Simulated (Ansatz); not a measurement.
**Lattice dynamics of NaSe (Fm-3m)**

Aim: the vibrations of NaSe (Fm-3m), their spectra, and whether the structure is stable.

Calculated with Ansatz 0.2.0; DFT PBEsol, scalar-relativistic, plane waves, PAW; PAW set soft_1.

### Step 1. The starting structure

It takes space group Fm-3m (No. 225, cubic). The conventional cell has a = 5.987 Å, b = 5.987 Å, c = 5.987 Å, α = 90.00°, β = 90.00°, γ = 90.00°. Na has 6 Se at 2.99 Å nearest. Nearest to Se lie 6 Na at 2.99 Å. Farther neighbours and most contacts between anions are not listed.

### Step 2. A magnetic order at the starting cell, 2 atoms

Phonons depend on the magnetic state, so simple orders are compared first, at the starting cell. This run starts ferromagnetic.

File input.yaml:

```yaml
crystal:
  lattice:
    - [0.0, 2.993261, 2.993261]
    - [2.993261, 0.0, 2.993261]
    - [2.993261, 2.993261, 0.0]
  atoms:
    - { symbol: Na, position: [0.0, 0.0, 0.0] }
    - { symbol: Se, position: [0.5, 0.5, 0.5], spin: 1.0 }
kpoints:
  mp_grid: { grid: [8, 8, 8] }
hamiltonian:
  xc: pbesol
  pseudopotentials: { kind: paw, azcp: { folder: soft_1 }, xc_functional: pbe }
scf:
  occupations: { method: gaussian, width: 0.05 }
  max_iter: 100
output:
  forces: true
  stress: true
  eigenvalues: true
  populations: true
magnetization:
  spin_polarized: true
```

Started as:

```
$ ansatz run input.yaml --threads 4 --pin off --max-ram 10240MiB --backend cpu --events-out ev --progress --plain --runs-dir out
```

Numbers of over 12 decimals in the logs are rounded to 6 here.

What it wrote:

```text
Engine: ansatz 0.2.0, aarch64-unknown-linux-gnu
Pseudopotentials: kind: paw
Pseudopotential: Na, paw, valence charge 9, recommended cutoff 420 eV (normal), soft_1/Na.paw.azcp
Pseudopotential: Se, paw, valence charge 16, recommended cutoff 420 eV (normal), soft_1/Se.paw.azcp
Functional definition: PBEsol
  exchange = pbesol_x
  correlation = pbesol_c
[...]
k-point 2 ↑: bands = [... 9 lower, -8.6824, 1.3650, 2.7514, 2.7514, 7.9314, 10.8810, 11.6132, 11.6132]
  k-point 28 ↓: bands = [... 9 lower, -7.5711, 1.8303, 1.8303, 2.4737, 9.7978, 11.0429, 11.0429, 11.8668]
--- Löwdin populations: 2 sites ---
  site symbol       q [e]    m [muB]
     0     Na      8.3856    -0.0166
     1     Se     16.5747     1.0154
  spilling = 0.001590 (of n_electrons = 25.000000)
[key lines of the parts left out:]
SCF converged after 12 iterations
Magnetization: 0.9971 μB (12.9986 up, 12.0014 down)
Free energy (F): -6900.813268 eV
Fermi energy:    2.968863 eV
P = ⅓ Tr σ = -1.1860 GPa (-11.860 kbar)
```

It took 1.4 s on 4 threads of Arm Neoverse V1, shared host; peak memory 0.32 GiB; 4.7 s of CPU time.

Numbers from this step:

```yaml
magnetization: 0.9971 μB
absolute_magnetization: 1.002 μB
site_moments: 0.01718, 0.7512 μB
pressure: -1.186 GPa
volume_per_atom: 26.82 Å³
gap_on_the_k_mesh: 0 eV
```

The cell carries a net spin moment of 1.00 μB and an absolute one of 1.00 μB.

### Step 3. A magnetic order at the starting cell, 4 atoms

Phonons depend on the magnetic state, so simple orders are compared first, at the starting cell. This run starts antiferromagnetic, q = (0.5, 0.5, 0.5).

System of this step: NaSe (Fm-3m). Symmetry: Fm-3m, No. 225, cubic system. The conventional cell has a = 5.987 Å, b = 5.987 Å, c = 5.987 Å, α = 90.00°, β = 90.00°, γ = 90.00°. Nearest to Na lie 6 Se at 2.99 Å. Nearest to Se lie 6 Na at 2.99 Å. Farther neighbours and most contacts between anions are not listed.

input.yaml, the sections that differ from step 2:

```yaml
crystal:
  lattice:
    - [2.993261, 0.0, -2.993261]
    - [2.993261, -2.993261, 0.0]
    - [-2.993261, -2.993261, -5.986522]
  atoms:
    - { symbol: Na, position: [0.0, 0.5, 0.5] }
    - { symbol: Na, position: [0.0, 0.0, 0.0] }
    - { symbol: Se, position: [0.5, 0.25, 0.75], spin: -1.0 }
    - { symbol: Se, position: [0.5, 0.75, 0.25], spin: 1.0 }
kpoints:
  mp_grid: { grid: [9, 9, 9] }
# hamiltonian, scf, output, magnetization: as in step 2
```

What it wrote:

```text
[...]
Crystal: 4 atoms, lattice volume = 107.274 Å³
Basis set: ecut = 420 eV, 2123 PW (Γ), exchange–correlation on 60×60×100 points (8 copies of the dense FFT grid, shifted against one another)
Bands: 32, of which v1, the nominal top of the filled ones, is band 25 counted from 1 (24 counted from 0)
Symmetry: 12 space group operations
[...]
k-point 84 ↓: bands = [... 21 lower, 1.1916, 1.5293, 1.8252, 2.5424, 2.6456, 9.1490, 9.4457, 10.3367, ... 3 higher]
--- Löwdin populations: 4 sites ---
  site symbol       q [e]    m [muB]
     0     Na      8.3846    -0.0000
     1     Na      8.3846    -0.0000
     2     Se     16.5754    -0.5915
     3     Se     16.5754     0.5915
  spilling = 0.001601 (of n_electrons = 50.000000)
[key lines of the parts left out:]
SCF converged after 19 iterations
Magnetization: 0.0000 μB (25.0000 up, 25.0000 down)
Free energy (F): -13801.561973 eV
Fermi energy:    2.875429 eV
P = ⅓ Tr σ = -1.5217 GPa (-15.217 kbar)
```

Run time: 9.4 s. Hardware: 4 threads; peak memory 0.64 GiB.

The cell carries a net spin moment of 0.00 μB and an absolute one of 1.17 μB, so the moments cancel.

### Step 4. A magnetic order at the starting cell, 4 atoms (run 2)

Phonons depend on the magnetic state, so simple orders are compared first, at the starting cell. This run starts antiferromagnetic, q = (0.5, 0.5, 0).

input.yaml, the sections that differ from step 3:

```yaml
crystal:
  lattice:
    - [2.993261, -2.993261, 0.0]
    - [-2.993261, -2.993261, 0.0]
    - [0.0, 0.0, -5.986522]
  atoms:
    - { symbol: Na, position: [0.5, 0.5, 0.5] }
    - { symbol: Na, position: [0.0, 0.0, 0.0] }
    - { symbol: Se, position: [0.5, 0.5, 0.0], spin: -1.0 }
    - { symbol: Se, position: [0.0, 0.0, 0.5], spin: 1.0 }
kpoints:
  mp_grid: { grid: [8, 8, 6] }
# hamiltonian, scf, output, magnetization: as in step 3
```

What it wrote:

```text
[...]
Crystal: 4 atoms, lattice volume = 107.274 Å³
Basis set: ecut = 420 eV, 2101 PW (Γ), exchange–correlation on 60×60×90 points (8 copies of the dense FFT grid, shifted against one another)
Bands: 32, of which v1, the nominal top of the filled ones, is band 25 counted from 1 (24 counted from 0)
Symmetry: 16 space group operations
[...]
k-point 59 ↓: bands = [... 21 lower, 1.3206, 1.6610, 1.6610, 2.0720, 2.1788, 9.5692, 9.6857, 10.8728, ... 3 higher]
--- Löwdin populations: 4 sites ---
  site symbol       q [e]    m [muB]
     0     Na      8.3842    -0.0038
     1     Na      8.3842     0.0038
     2     Se     16.5757    -0.4398
     3     Se     16.5757     0.4398
  spilling = 0.001602 (of n_electrons = 50.000000)
[key lines of the parts left out:]
SCF converged after 23 iterations
Magnetization: 0.0000 μB (25.0000 up, 25.0000 down)
Free energy (F): -13801.564438 eV
Fermi energy:    2.862214 eV
P = ⅓ Tr σ = -1.6466 GPa (-16.466 kbar)
```

Run time: 14 s. Hardware: 4 threads; peak memory 0.59 GiB.

The cell carries a net spin moment of 0.00 μB and an absolute one of 0.89 μB, so the moments cancel.

### Step 5. The orders compared

An antiferromagnetic start is carried into the relaxation if it ends more than 3 meV per atom below the ferromagnetic start.

Numbers from this step:

```yaml
start_carried_on: ferromagnetic
```

Orders, by row:

```csv
starting order,atoms,energy from the first start (meV/atom),largest moment (μB),gap on mesh (eV),net moment of the cell (μB),order kept
ferromagnetic,2,0,0.75,0,1,yes
"antiferromagnetic, q = (0.5, 0.5, 0.5)",4,16.6,0.43,0,0,yes
"antiferromagnetic, q = (0.5, 0.5, 0)",4,15.9,0.32,0,0,yes
```

The start carried on is the ferromagnetic one.

### Step 6. Relaxation

The cell and atoms are relaxed, since residual forces and stress would shift the frequencies.

System of this step: NaSe (Fm-3m). Symmetry: Fm-3m, No. 225, cubic system. The conventional cell has a = 5.987 Å, b = 5.987 Å, c = 5.987 Å, α = 90.00°, β = 90.00°, γ = 90.00°. Na has 6 Se at 2.99 Å nearest. Nearest to Se lie 6 Na at 2.99 Å. Farther neighbours and most contacts between anions are not listed.

input.yaml, the sections that differ from step 4:

```yaml
crystal:
  lattice:
    - [0.0, 2.993261, 2.993261]
    - [2.993261, 0.0, 2.993261]
    - [2.993261, 2.993261, 0.0]
  atoms:
    - { symbol: Na, position: [0.0, 0.0, 0.0] }
    - { symbol: Se, position: [0.5, 0.5, 0.5], spin: 0.81 }
kpoints:
  mp_grid: { grid: [12, 12, 12] }
scf:
  occupations: { method: gaussian, width: 0.1 }
relax:
  adjacent_minimum: "off"
  f_tol: 0.005
  max_steps: 80
  cell: { stress_tol: 0.05 }
# hamiltonian, output, magnetization: as in step 4
```

What it wrote:

```text
[...]
Crystal: 2 atoms, lattice volume = 53.637 Å³
Basis set: ecut = 420 eV, 1067 PW (Γ), exchange–correlation on 60×60×60 points (8 copies of the dense FFT grid, shifted against one another)
Bands: 17, of which v1, the nominal top of the filled ones, is band 13 counted from 1 (12 counted from 0)
Symmetry: 48 space group operations
[...]
k-points: 72 of 1728
[...]
Starting moments: Σ|m| = 0.81 μB on 1 of 2 sites
[...]
SCF iter   1: F=—  HF=-6901.646730 eV  |F-HF|=—  |Δ(HF+E_count)|=         —  Δρ=6.28e-2 (↑6.28e-2 ↓5.43e-2)  dr2=1.91e0  dr2_m=1.24e0  M=0.408 μB ∫|m|=0.413 μB  β_m=0.30  ethr=3.10e-3  ⟨swp⟩=5.7  Hψ=12081  notcnv=0
[...]
SCF iter  14: F=-6900.819641 eV  HF=-6900.819641 eV  |F-HF|=1.09e-8  |Δ(HF+E_count)|=   4.92e-8  Δρ=2.67e-6 (↑2.61e-6 ↓2.67e-6)  dr2=2.66e-8  dr2_m=1.95e-12  M=0.985 μB ∫|m|=1.005 μB  ethr=3.40e-10  ⟨swp⟩=3.9  Hψ=7692  notcnv=0
SCF 1 converged in 14 iterations: F = -6900.819641 eV  dr2 = 2.66e-8
[...]
relax step   1: F+E_penalty+E_count = -6900.81964112 eV  Δ(F+E_penalty+E_count) = +0.000e0 eV  max|allowed force component| = 3.238e-30 eV/Å  Δτ_max = 0.0000 Å  P = -1.190 GPa  Ω = 53.637 Å³  (14 SCF iters, dr2 threshold 1.00e-7 eV, accepted)
Crystal: 2 atoms, lattice volume = 51.888 Å³
Basis set: ecut = 420 eV, 965 PW (Γ), exchange–correlation on 60×60×60 points (8 copies of the dense FFT grid, shifted against one another)
[...]
Starting moments: Σ|m| = 0.81 μB on 1 of 2 sites; this step starts from the density that it was given
[...]
iter 1 solved again at ethr=4.66e-6 eV; its pass at ethr=3.10e-3 eV (dr2=1.17e-3 eV) is discarded
[...]
SCF iter   7: F=-6900.829289 eV  HF=-6900.829289 eV  |F-HF|=9.29e-9  |Δ(HF+E_count)|=   7.68e-8  Δρ=2.01e-6 (↑2.01e-6 ↓1.90e-6)  dr2=1.10e-8  dr2_m=8.31e-12  M=0.968 μB ∫|m|=0.987 μB  ethr=5.46e-10  ⟨swp⟩=2.0  Hψ=7843  notcnv=0
SCF 2 converged in 7 iterations: F = -6900.829289 eV  dr2 = 1.10e-8
relax step   2: F+E_penalty+E_count = -6900.82928930 eV  Δ(F+E_penalty+E_count) = -9.648e-3 eV  max|allowed force component| = 2.868e-30 eV/Å  Δτ_max = 0.0000 Å  P = -0.551 GPa  Ω = 51.888 Å³  energy of the carried Pulay correction = +5.161e-5 eV  (7 SCF iters, dr2 threshold 2.00e-7 eV, accepted)
Crystal: 2 atoms, lattice volume = 50.472 Å³
[...]
SCF iter   7: F=-6900.831600 eV  HF=-6900.831600 eV  |F-HF|=4.99e-9  |Δ(HF+E_count)|=   4.75e-8  Δρ=2.05e-6 (↑2.05e-6 ↓1.50e-6)  dr2=6.59e-9  dr2_m=4.31e-10  M=0.942 μB ∫|m|=0.961 μB  ethr=3.56e-10  ⟨swp⟩=2.0  Hψ=7757  notcnv=0
SCF 3 converged in 7 iterations: F = -6900.831600 eV  dr2 = 6.59e-9
relax step   3: F+E_penalty+E_count = -6900.83159958 eV  Δ(F+E_penalty+E_count) = -2.310e-3 eV  max|allowed force component| = 1.420e-29 eV/Å  Δτ_max = 0.0000 Å  P = +0.051 GPa  Ω = 50.472 Å³  energy of the carried Pulay correction = +9.468e-5 eV  (7 SCF iters, dr2 threshold 2.00e-7 eV, accepted)
[...]
relax step   4: F+E_penalty+E_count = -6900.83161370 eV  Δ(F+E_penalty+E_count) = -1.412e-5 eV  max|allowed force component| = 1.854e-29 eV/Å  Δτ_max = 0.0000 Å  P = -0.002 GPa  Ω = 50.589 Å³  energy of the carried Pulay correction = +9.110e-5 eV  (5 SCF iters, dr2 threshold 6.39e-9 eV, accepted)
[...]
SCF iter   1: F=—  HF=-6900.831509 eV  |F-HF|=—  |Δ(HF+E_count)|=         —  Δρ=1.23e-5 (↑1.19e-5 ↓1.23e-5)  dr2=5.59e-8  dr2_m=6.16e-10  M=0.945 μB ∫|m|=0.964 μB  β_m=0.30  ethr=1.28e-6  ⟨swp⟩=2.9  Hψ=17377  notcnv=0
eigensolver tolerance schedule: the retry pair's looser diagonalisation over-reported the residual by 5729.48 of it (diagonalisation noise at an unbounded share of the residual, at the tolerance the schedule requests for it); recorded, not acted on — ethr = c·dr2/N_el stays at c = 1.0e-1
[...]
SCF iter   2: F=—  HF=-6900.831509 eV  |F-HF|=—  |Δ(HF+E_count)|=   1.72e-7  Δρ=8.66e-6 (↑8.64e-6 ↓8.66e-6)  dr2=3.70e-8  dr2_m=2.59e-10  M=0.945 μB ∫|m|=0.964 μB  β_m=0.48  ethr=2.24e-10  ⟨swp⟩=2.9  Hψ=4510  notcnv=0
[...]
SCF iter   6: F=-6900.831509 eV  HF=-6900.831509 eV  |F-HF|=9.09e-13  |Δ(HF+E_count)|=  9.09e-12  Δρ=7.71e-8 (↑7.71e-8 ↓6.73e-8)  dr2=1.42e-11  dr2_m=6.60e-14  M=0.945 μB ∫|m|=0.964 μB  ethr=1.00e-12  ⟨swp⟩=3.8  Hψ=10325  notcnv=0
SCF 5 converged in 6 iterations: F = -6900.831509 eV  dr2 = 1.42e-11
relax step   5: F+E_penalty+E_count = -6900.83150886 eV  Δ(F+E_penalty+E_count) = +1.048e-4 eV  max|allowed force component| = 1.828e-29 eV/Å  Δτ_max = 0.0000 Å  P = -0.000 GPa  Ω = 50.589 Å³  stress off target by 2.75e-4 GPa  SCF on the basis re-selected at this cell (its energy is not comparable with the rows above)  (6 SCF iters)
basis re-selected at this cell: Δ(F+E_penalty+E_count) = +1.048e-4 eV, ΔP = +0.001 GPa vs the last step (what re-selecting the basis moved, of the pressure what is left beyond the Pulay correction that the steps carried, after the strain that the cell walked since its last selection, with what the two solves' SCF thresholds leave and, on support functions, any second-order correction that the steps lacked; it is no m [...]
SCF converged after 6 iterations
Magnetization: 0.9450 μB (12.9725 up, 12.0275 down)
Absolute magnetization: 0.9499 μB (∫|ρ↑−ρ↓|, with the PAW one-centre terms)
[...]
Per-site moments (μB) at R_I (Å): [(0.018117, 1.210871), (0.698497, 1.210871)]
Free energy (F): -6900.831509 eV
[...]
Internal energy: -6900.821956 eV  (E = F + TS)
E sigma→0 (E₀):  -6900.826733 eV
Entropy (-TS):   -0.009553 eV (-4.776 meV/atom)
Fermi energy:    3.432720 eV
[...]
--- Stress (GPa, compression-positive) ---
       -0.000275      -0.000000       0.000000
       -0.000000      -0.000275      -0.000000
       -0.000000       0.000000      -0.000275
  P = ⅓ Tr σ = -0.0003 GPa (-0.003 kbar)
--- Band table (eV; the first three rows and the last of 144) ---
  k-point 0 ↑: bands = [... 9 lower, -8.5172, 3.5025, 3.5025, 3.5025, 7.2433, 11.9659, 11.9659, 11.9659]
  k-point 1 ↑: bands = [... 9 lower, -8.4860, 3.1939, 3.4725, 3.4725, 7.5651, 11.7061, 12.0716, 12.0716]
  k-point 2 ↑: bands = [... 9 lower, -8.3987, 2.5175, 3.3928, 3.3928, 8.2103, 11.3931, 12.2714, 12.2714]
  k-point 71 ↓: bands = [... 9 lower, -7.1402, 2.1910, 2.1910, 2.8893, 10.5273, 11.6909, 11.6909, 12.6281]
--- Relaxed structure (4 steps of the walk, 4 accepted, 1 SCFs on fresh bases) ---
  F+E_penalty+E_count = -6900.83150886 eV   max|allowed force component| = 1.828e-29 eV/Å   (the final SCF, on the basis selected at the relaxed cell)
  cell:  # Å, volume = 50.5885 Å³
    - [0, 2.935445, 2.935445]
    - [2.935445, 0, 2.935445]
    - [2.935445, 2.935445, 0]
  atoms:
    - { symbol: Na, position: [0, 0, 0] }
    - { symbol: Se, position: [0.500000, 0.500000, 0.500000] }
--- Löwdin populations: 2 sites ---
  site symbol       q [e]    m [muB]
     0     Na      8.3869    -0.0155
     1     Se     16.5727     0.9617
  spilling = 0.001617 (of n_electrons = 25.000000)
```

It took 10 s on 4 threads; peak memory 0.42 GiB.

Relaxation path:

```csv
step,energy less that of the first step (eV),largest force component (eV/Å),pressure (GPa),volume (Å³)
1,0.0000,0.0000,-1.19,53.64
2,-0.0096,0.0000,-0.55,51.89
3,-0.0120,0.0000,0.05,50.47
4,-0.0120,0.0000,0.00,50.59
5*,-0.0119,0.0000,0.00,50.59
```

Relaxation steps marked * repeat the geometry before them on a plane-wave basis chosen anew for their cell, so energy and pressure can jump there.

Forces are held to the 48 operations that the run works with; a distortion that breaks them can't arise in this run.

```csv
"conventional cell, symmetrised",before,after,change
a (Å),5.987,5.871,-1.9 %
b (Å),5.987,5.871,-1.9 %
c (Å),5.987,5.871,-1.9 %
volume (Å³/atom),26.82,25.29,-5.7 %
```

The relaxed structure:

```cif
data_structure
_symmetry_space_group_name_H-M 'P 1'
_symmetry_Int_Tables_number 1
_cell_length_a 4.1513
_cell_length_b 4.1513
_cell_length_c 4.1513
_cell_angle_alpha 60.000
_cell_angle_beta 60.000
_cell_angle_gamma 60.000
_cell_volume 50.59
loop_
_atom_site_label
_atom_site_type_symbol
_atom_site_fract_x
_atom_site_fract_y
_atom_site_fract_z
_atom_site_occupancy
Na1 Na 0.00000 0.00000 0.00000 1
Se2 Se 0.50000 0.50000 0.50000 1
```

Numbers from this step:

| Quantity | Value |
| --- | --- |
| magnetization | 0.9450 μB |
| absolute magnetization | 0.9499 μB |
| site moments | 0.01812, 0.6985 μB |
| pressure | -2.75e-4 GPa |
| volume per atom | 25.29 Å³ |

In this step the volume went from 26.82 to 25.29 Å³/atom.

### Step 7. Relaxing to small forces for the phonons

Phonons need a cell at rest on their own settings, so the relaxation is repeated with tight tolerances on forces and stress on the k mesh and occupations of the first response run.

input.yaml, the sections that differ from step 6:

```yaml
crystal:
  lattice:
    - [0.0, 2.9354450355, 2.9354450355]
    - [2.9354450355, 0.0, 2.9354450355]
    - [2.9354450355, 2.9354450355, 0.0]
  atoms:
    - { symbol: Na, position: [0.0, 0.0, 0.0] }
    - { symbol: Se, position: [0.5, 0.5, 0.5], spin: 0.77 }
scf:
  occupations: { method: gaussian, width: 0.15 }
relax:
  adjacent_minimum: "off"
  f_tol: 0.001
  max_steps: 60
  cell: { stress_tol: 0.01 }
# kpoints, hamiltonian, output, magnetization: as in step 6
```

What it wrote:

```text
[...]
Crystal: 2 atoms, lattice volume = 50.589 Å³
Basis set: ecut = 420 eV, 965 PW (Γ), exchange–correlation on 60×60×60 points (8 copies of the dense FFT grid, shifted against one another)
Bands: 17, of which v1, the nominal top of the filled ones, is band 13 counted from 1 (12 counted from 0)
Symmetry: 48 space group operations
[...]
cell:  # Å, volume = 50.5674 Å³
    - [0, 2.935037, 2.935037]
    - [2.935037, 0, 2.935037]
    - [2.935037, 2.935037, 0]
  atoms:
    - { symbol: Na, position: [0, 0, 0] }
    - { symbol: Se, position: [0.5, 0.5, 0.5] }
--- Löwdin populations: 2 sites ---
  site symbol       q [e]    m [muB]
     0     Na      8.3866    -0.0148
     1     Se     16.5729     0.9301
  spilling = 0.001619 (of n_electrons = 25.000000)
[key lines of the parts left out:]
SCF converged after 6 iterations
Magnetization: 0.9142 μB (12.9571 up, 12.0429 down)
Free energy (F): -6900.837769 eV
Fermi energy:    3.433267 eV
P = ⅓ Tr σ = -0.0059 GPa (-0.059 kbar)
```

The job ended after 6.7 s (4 threads; peak memory 0.41 GiB; 24 s of CPU time).

Little changed from the start: no atom moved by 0.005 Å and no cell edge by 0.1 %.

This step gave:

| Item | Value |
| --- | --- |
| magnetization | 0.9142 μB |
| absolute magnetization | 0.9188 μB |
| site moments | 0.01768, 0.6748 μB |
| pressure | -0.005864 GPa |
| volume per atom | 25.28 Å³ |

The forces vanish by symmetry and the pressure is -0.006 GPa, within the tolerances set. The cell now holds 25.28 Å³/atom.

[end of part 1 of 2]

[Logs are printed without paths, hosts, clocks, repeated set-up lines and the standing remarks that a program may print on its own settings, such as how far it seeks lower states.]

[Hosts, paths, dates, database ids (printed as entryN), source tags and the programs' standing remarks are cut or masked in the printed files.]
